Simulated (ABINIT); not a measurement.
# Quasiparticle gap of Cl (Cmce) in ABINIT, part 3 of 3

Aim: the G0W0 gap of Cl (Cmce) on PBE, step by step.

ABINIT 10.8.3; PBE and many-body steps on it, plane waves. Known limits of the many-body steps: not at the basis limit; coarse k mesh.

So far. Step 3 (Bands along the symmetry lines): The gap is 2.457 eV, −0.012 eV from the run before at this level. Step 4 (Empty states on the mesh, 4×4×2 mesh, 111 bands): On this mesh the gap is 2.469 eV.

### Step 5. Screening, 4×4×2 mesh, 101 bands, screening to 108.8 eV

The RPA dielectric matrix is built and inverted for each q.

This step: RPA screening on PBE, plane waves, norm-conserving pseudopotentials.

run.abi

```
acell 3*1.0 Angstrom
rprim 
  3.145000000000 -2.250000000000 0.000000000000
  3.145000000000 2.250000000000 0.000000000000
  0.000000000000 0.000000000000 8.210000000000
ntypat 1
znucl 17
natom 4
typat 1 1 1 1
xred 
  0.870000000000 0.130000000000 0.100000000000
  0.630000000000 0.370000000000 0.600000000000
  0.130000000000 0.870000000000 0.900000000000
  0.370000000000 0.630000000000 0.400000000000
pp_dirpath "pseudos"
pseudos "Cl.upf"
ecut 25
ngkpt 4 4 2
nshiftk 1
shiftk 0 0 0
kptopt 1
chksymbreak 0
istwfk *1
occopt 1
irdwfk 1
optdriver 3
nband 101
ecuteps 4
inclvkb 2
awtr 1
symchi 1
indata_prefix "in"
outdata_prefix "out"
tmpdata_prefix "tmp"
```

On the command line:

```sh
$ OMP_NUM_THREADS=1 mpirun -n 4 abinit run.abi > log
```

Numbers of over 12 decimals in the logs are rounded to 6 here.

Log:

```text
.Version 10.8.3 of ABINIT. v10.8.2 released Aug 2026.

 Symmetries : space group Cm c a (# 64); Bravais oC (1-face-center ortho.)
[... echo of the input left out ...]
== DATASET  1 ==================================================================
-   mpi_nproc: 4, omp_nthreads: 1 (-1 if OMP is not activated)

--- !DatasetInfo
iteration_state: {dtset: 1, }
dimensions: {natom: 4, nkpt: 14, mband: 101, nsppol: 1, nspinor: 1, nspden: 1, mpw: 4726, }
cutoff_energies: {ecut:  25.0, pawecutdg:  -1.0, }
electrons: {nelect:   2.80000000E+01, charge:   0.00000000E+00, occopt:   1.00000000E+00, tsmear:   1.00000000E-02, }

 SCREENING: Calculation of the susceptibility and dielectric matrices

 Based on a program developped by R.W. Godby, V. Olevano, G. Onida, and L. Reining.
 Incorporated in ABINIT by V. Olevano, G.-M. Rignanese, and M. Torrent.
.Using double precision arithmetic ; gwpc =  8

[... cell and pseudopotentials left out ...]
--------------------------------------------------------------------------------

 ==== K-mesh for the wavefunctions ====
 Number of points in the irreducible wedge :    14
[... list of points left out ...]
 Together with  8 symmetry operations and time-reversal symmetry
 yields    32 points in the full Brillouin Zone.

 ==== Q-mesh for the screening function ====
 Number of points in the irreducible wedge :    14
[... list of points left out ...]
 Together with  8 symmetry operations and time-reversal symmetry
 yields    32 points in the full Brillouin Zone.

 setmesh: FFT mesh size selected  =    24x   24x   50
          total number of points  =        28800

 vcoul_init : cutoff-mode = AUXILIARY_FUNCTION
 q-points for optical limit:   1
     1)      0.000010    0.000020    0.000030

- screening: taking advantage of time-reversal symmetry
- Maximum band index for partially occupied states nbvw = 14
- Remaining bands to be divided among processors   nbcw = 87
- Number of bands treated by each node ~21

 Number of electrons calculated from density =   28.0000; Expected =   28.0000
 average of density, n =  0.035710
 r_s =    1.8838
 omega_plasma =   18.2284 [eV]

 calculating chi0 at frequencies [eV] :
  1    0.000000E+00    0.000000E+00
  2    0.000000E+00    1.822838E+01

--------------------------------------------------------------------------------
  q-point number  1        q = ( 0.000000, 0.000000, 0.000000) [r.l.u.]
--------------------------------------------------------------------------------
[... chi0 elements left out ...]
 For q-point:  0.000010 0.000020 0.000030
  dielectric constant =   2.8165
  dielectric constant without local fields =   3.4583

  Average fulfillment of the sum rule on Im[epsilon] for q-point    1 :     66.23  [%]
[... wings left out ...]
  q-point number  2        q = ( 0.250000, 0.000000, 0.000000) [r.l.u.]
--------------------------------------------------------------------------------
[... chi0 elements left out ...]
  Average fulfillment of the sum rule on Im[epsilon] for q-point    2 :     71.29  [%]

 [... 12 further q-points ...]
```

It took 5.6 min on 4 MPI ranks of AMD EPYC 7571, shared host; peak memory 1.4 GiB.

This step gave:

```yaml
eps_infinity_with_local_fields_on_this_mesh_along_the_program_s_q_direction: 2.817
the_same_without_local_fields: 3.458
plasma_frequency: 18.23 eV
plane_waves_in_the_screening_matrix: 299
```

Local fields lower ε∞ by 19 %. On a Γ-centred mesh this coarse the value itself is usually too large, while a short band sum pulls it down.

### Step 6. Self-energy, 4×4×2 mesh, 101 bands, screening to 108.8 eV

The self-energy is evaluated for the states that the input lists, and the levels follow from it, in one-shot runs by the linearised quasiparticle equation.

This step: G0W0 on PBE, plane waves, norm-conserving pseudopotentials.

Changes to run.abi since step 5:

```diff
@@ -25,8 +25,17 @@
 irdwfk 1
-optdriver 3
+optdriver 4
 nband 101
+gwcalctyp 0
+ecutsigx 25
+symsigma 1
+nkptgw 2
+kptgw 
+  0.5000000000 0.5000000000 0.0000000000
+  0.0000000000 0.0000000000 0.0000000000
+bdgw 
+  13 16
+  13 16
 ecuteps 4
-inclvkb 2
-awtr 1
-symchi 1
+irdscr 1
+ppmodel 1
 indata_prefix "in"
```

Log:

```text
.Version 10.8.3 of ABINIT. v10.8.2 released Aug 2026.

 Symmetries : space group Cm c a (# 64); Bravais oC (1-face-center ortho.)
[... echo of the input left out ...]
== DATASET  1 ==================================================================
-   mpi_nproc: 4, omp_nthreads: 1 (-1 if OMP is not activated)

--- !DatasetInfo
iteration_state: {dtset: 1, }
dimensions: {natom: 4, nkpt: 14, mband: 101, nsppol: 1, nspinor: 1, nspden: 1, mpw: 4726, }
cutoff_energies: {ecut:  25.0, pawecutdg:  -1.0, }
electrons: {nelect:   2.80000000E+01, charge:   0.00000000E+00, occopt:   1.00000000E+00, tsmear:   1.00000000E-02, }

 SIGMA: Calculation of the GW corrections

 Based on a program developped by R.W. Godby, V. Olevano, G. Onida, and L. Reining.
 Incorporated in ABINIT by V. Olevano, G.-M. Rignanese, and M. Torrent.
.Using double precision arithmetic ; gwpc =  8

[... cell and pseudopotentials left out ...]
--------------------------------------------------------------------------------

 ==== K-mesh for the wavefunctions ====
 Number of points in the irreducible wedge :    14
[... list of points left out ...]
 Together with  8 symmetry operations and time-reversal symmetry
 yields    32 points in the full Brillouin Zone.

 ==== Q-mesh for screening function ====
 Number of points in the irreducible wedge :    14
[... list of points left out ...]
 Together with  8 symmetry operations and time-reversal symmetry
 yields    32 points in the full Brillouin Zone.

 vcoul_init : cutoff-mode = AUXILIARY_FUNCTION
 q-points for optical limit:   1
     1)      0.000010    0.000020    0.000030
 setmesh: FFT mesh size selected  =    36x   36x   72
          total number of points  =        93312

 Number of electrons calculated from density =   28.0000; Expected =   28.0000
 average of density, n =  0.035710
 r_s =    1.8838
 omega_plasma =   18.2284 [eV]

 === KS Band Gaps ===
  >>>> For spin  1
   Minimum direct gap =   2.5251 [eV], located at k-point      :   0.0000  0.0000  0.0000
   Fundamental gap    =   2.4691 [eV], Top of valence bands at :   0.5000  0.5000  0.0000
                                       Bottom of conduction at :   0.0000  0.0000  0.0000
 SIGMA fundamental parameters:
 PLASMON POLE MODEL  1
 number of plane-waves for SigmaX                 4675
 number of plane-waves for SigmaC and W            299
 number of plane-waves for wavefunctions          4675
 number of bands                                   101
 number of independent spin polarizations            1
 number of spinorial components                      1
 number of k-points in IBZ                          14
 number of q-points in IBZ                          14
 number of symmetry operations                       8
 number of k-points in BZ                           32
 number of q-points in BZ                           32
 number of frequencies for dSigma/dE                 9
 frequency step for dSigma/dE [eV]                0.25
 number of omega for Sigma on real axis              0
 max omega for Sigma on real axis  [eV]           0.00
 zcut for avoiding poles [eV]                     0.10

 EPSILON^-1 parameters (SCR file):
 dimension of the eps^-1 matrix on file            299
 dimension of the eps^-1 matrix used               299
 number of plane-waves for wavefunctions          4675
 number of bands                                   101
 number of q-points in IBZ                          14
 number of frequencies                               2
 number of real frequencies                          1
 number of imag frequencies                          1

 matrix elements of self-energy operator (all in [eV])

 Perturbative Calculation

--- !SelfEnergy_ee
iteration_state: {dtset: 1, }
kpoint     : [   0.500,    0.500,    0.000, ]
spin       : 1
KS_gap     :    2.546
QP_gap     :    5.775
Delta_QP_KS:    3.229
data: !SigmaeeData |
     Band     E0 <VxcDFT>   SigX SigC(E0)      Z dSigC/dE  Sig(E)    E-E0       E
       13  -1.186 -14.321 -18.741   2.716   0.790  -0.265 -15.668  -1.347  -2.533
       14  -0.824 -14.674 -19.122   2.694   0.793  -0.260 -16.066  -1.392  -2.216
       15   1.722 -14.106  -8.998  -2.797   0.795  -0.258 -12.269   1.837   3.560
       16   1.912 -14.243  -9.064  -2.811   0.793  -0.261 -12.365   1.878   3.790

--- !SelfEnergy_ee
iteration_state: {dtset: 1, }
kpoint     : [   0.000,    0.000,    0.000, ]
spin       : 1
KS_gap     :    2.525
QP_gap     :    5.688
Delta_QP_KS:    3.163
data: !SigmaeeData |
     Band     E0 <VxcDFT>   SigX SigC(E0)      Z dSigC/dE  Sig(E)    E-E0       E
       13  -0.970 -14.511 -19.022   2.721   0.793  -0.262 -15.930  -1.419  -2.389
       14  -0.880 -14.708 -19.184   2.726   0.792  -0.262 -16.095  -1.387  -2.267
       15   1.645 -13.980  -8.981  -2.771   0.797  -0.255 -12.204   1.776   3.421
       16   2.208 -14.626  -9.222  -2.936   0.789  -0.267 -12.679   1.948   4.155

== END DATASET(S) ==============================================================
================================================================================

 -outvars: echo values of variables after computation  --------
           etotal      0.0000000000E+00
            nband         101
             nkpt          14
          spgroup          64
 [... the other variables as echoed above ...]

 Calculation completed.
```

It took 35 s on 4 MPI ranks; peak memory 1.4 GiB; 2.3 min of CPU time.

Numbers from this step:

```
G0W0 gap on the points computed              : 5.637 eV
starting gap on the mesh                     : 2.469 eV
k of the valence top                         : 0.5, 0.5, 0
k of the conduction bottom                   : 0, 0, 0
Z at the valence top                         : 0.793
Z at the conduction bottom                   : 0.797
least direct G0W0 gap on the computed points : 5.688 eV
```

The gap on the mesh goes from 2.47 eV to 5.64 eV, a correction of +3.17 eV.

Limits: finite bands, cutoff and mesh; coarse k mesh. v1 is the top filled band, c1 the lowest empty one. The levels before and after the correction (eV, zero at the valence-band top of each column):

```
           conduction bottom  valence top
Kohn-Sham               2.47         0.00
     G0W0               5.64         0.00
```

```csv
,level,energy (eV)
Kohn-Sham,(0.5 0.5 0) v2,-0.362
Kohn-Sham,(0.5 0.5 0) v1,0.000
Kohn-Sham,(0.5 0.5 0) c1,2.546
Kohn-Sham,(0.5 0.5 0) c2,2.736
Kohn-Sham,Γ v2,-0.146
Kohn-Sham,Γ v1,-0.056
Kohn-Sham,Γ c1,2.469
Kohn-Sham,Γ c2,3.031
G0W0,(0.5 0.5 0) v2,-0.317
G0W0,(0.5 0.5 0) v1,0.000
G0W0,(0.5 0.5 0) c1,5.776
G0W0,(0.5 0.5 0) c2,6.006
G0W0,Γ v2,-0.173
G0W0,Γ v1,-0.051
G0W0,Γ c1,5.637
G0W0,Γ c2,6.371
```

### Step 7. Where the time went

Times are wall times on 4 MPI ranks of AMD EPYC 7571, shared host, good to a factor of about two.

```csv
step,time,share,memory (GiB)
ground state,97 s,12 %,0.4
bands along the symmetry lines,1.7 min,12 %,0.43
empty states on the mesh,4.1 min,30 %,0.42
screening,5.6 min,41 %,1.4
self-energy,35 s,4 %,1.4
```

### Step 8. What came out

```
PBE gap              : 2.46 eV, indirect
G0W0 gap on the mesh : 5.64 eV
GW settings          : 4×4×2 mesh, 101 bands, screening to 108.8 eV, Godby-Needs plasmon pole
known limits         : not at the basis limit; coarse k mesh
```

In words: G0W0 moves the gap on the mesh from 2.47 eV to 5.64 eV (+3.17 eV), with Z of 0.79 and 0.80 at the edges. Local fields lower the RPA ε∞ on this mesh from 3.46 to 2.82; a Γ-centred mesh this coarse tends to raise both, most where the direct gap is narrow, while a short band sum lowers them. Only 2 of the mesh's irreducible points were corrected, so a valley elsewhere could overtake. Bands and cutoff are finite, so the gap is not at the basis limit. The miss can reach some tenths of an eV and take either sign; the mesh is an error of its own. In the G0W0 run levels were corrected at 2 k points alone, so a gap called «on the mesh» is the least over those, and an edge elsewhere would be missed. The 4×4×2 mesh is coarse for this cell, which bears on the long-range parts of exchange and screening.

[Paths, hosts, dates, memory and timing lines, banners, echoed tables and standing remarks are left out of the program output.]

[Logs are printed without paths, hosts, clocks, repeated set-up lines and the standing remarks that a program may print on its own settings, such as how far it seeks lower states.]

[Runs of the session that timed out or met a known fault of the program may be left out.]

[Hosts, paths, dates, database ids (printed as entryN), source tags and the programs' standing remarks are cut or masked in the printed files.]

[G0W0 gaps are taken among the corrected bands and points alone; a level outside them can change the order at an edge.]

[Where Ansatz stands beside ABINIT at settings called matched, ABINIT's density can come from a denser mesh and the files from another edition; pairs whose starting gaps differed by over 0.03 eV were left out, so agreement reads better than it is.]
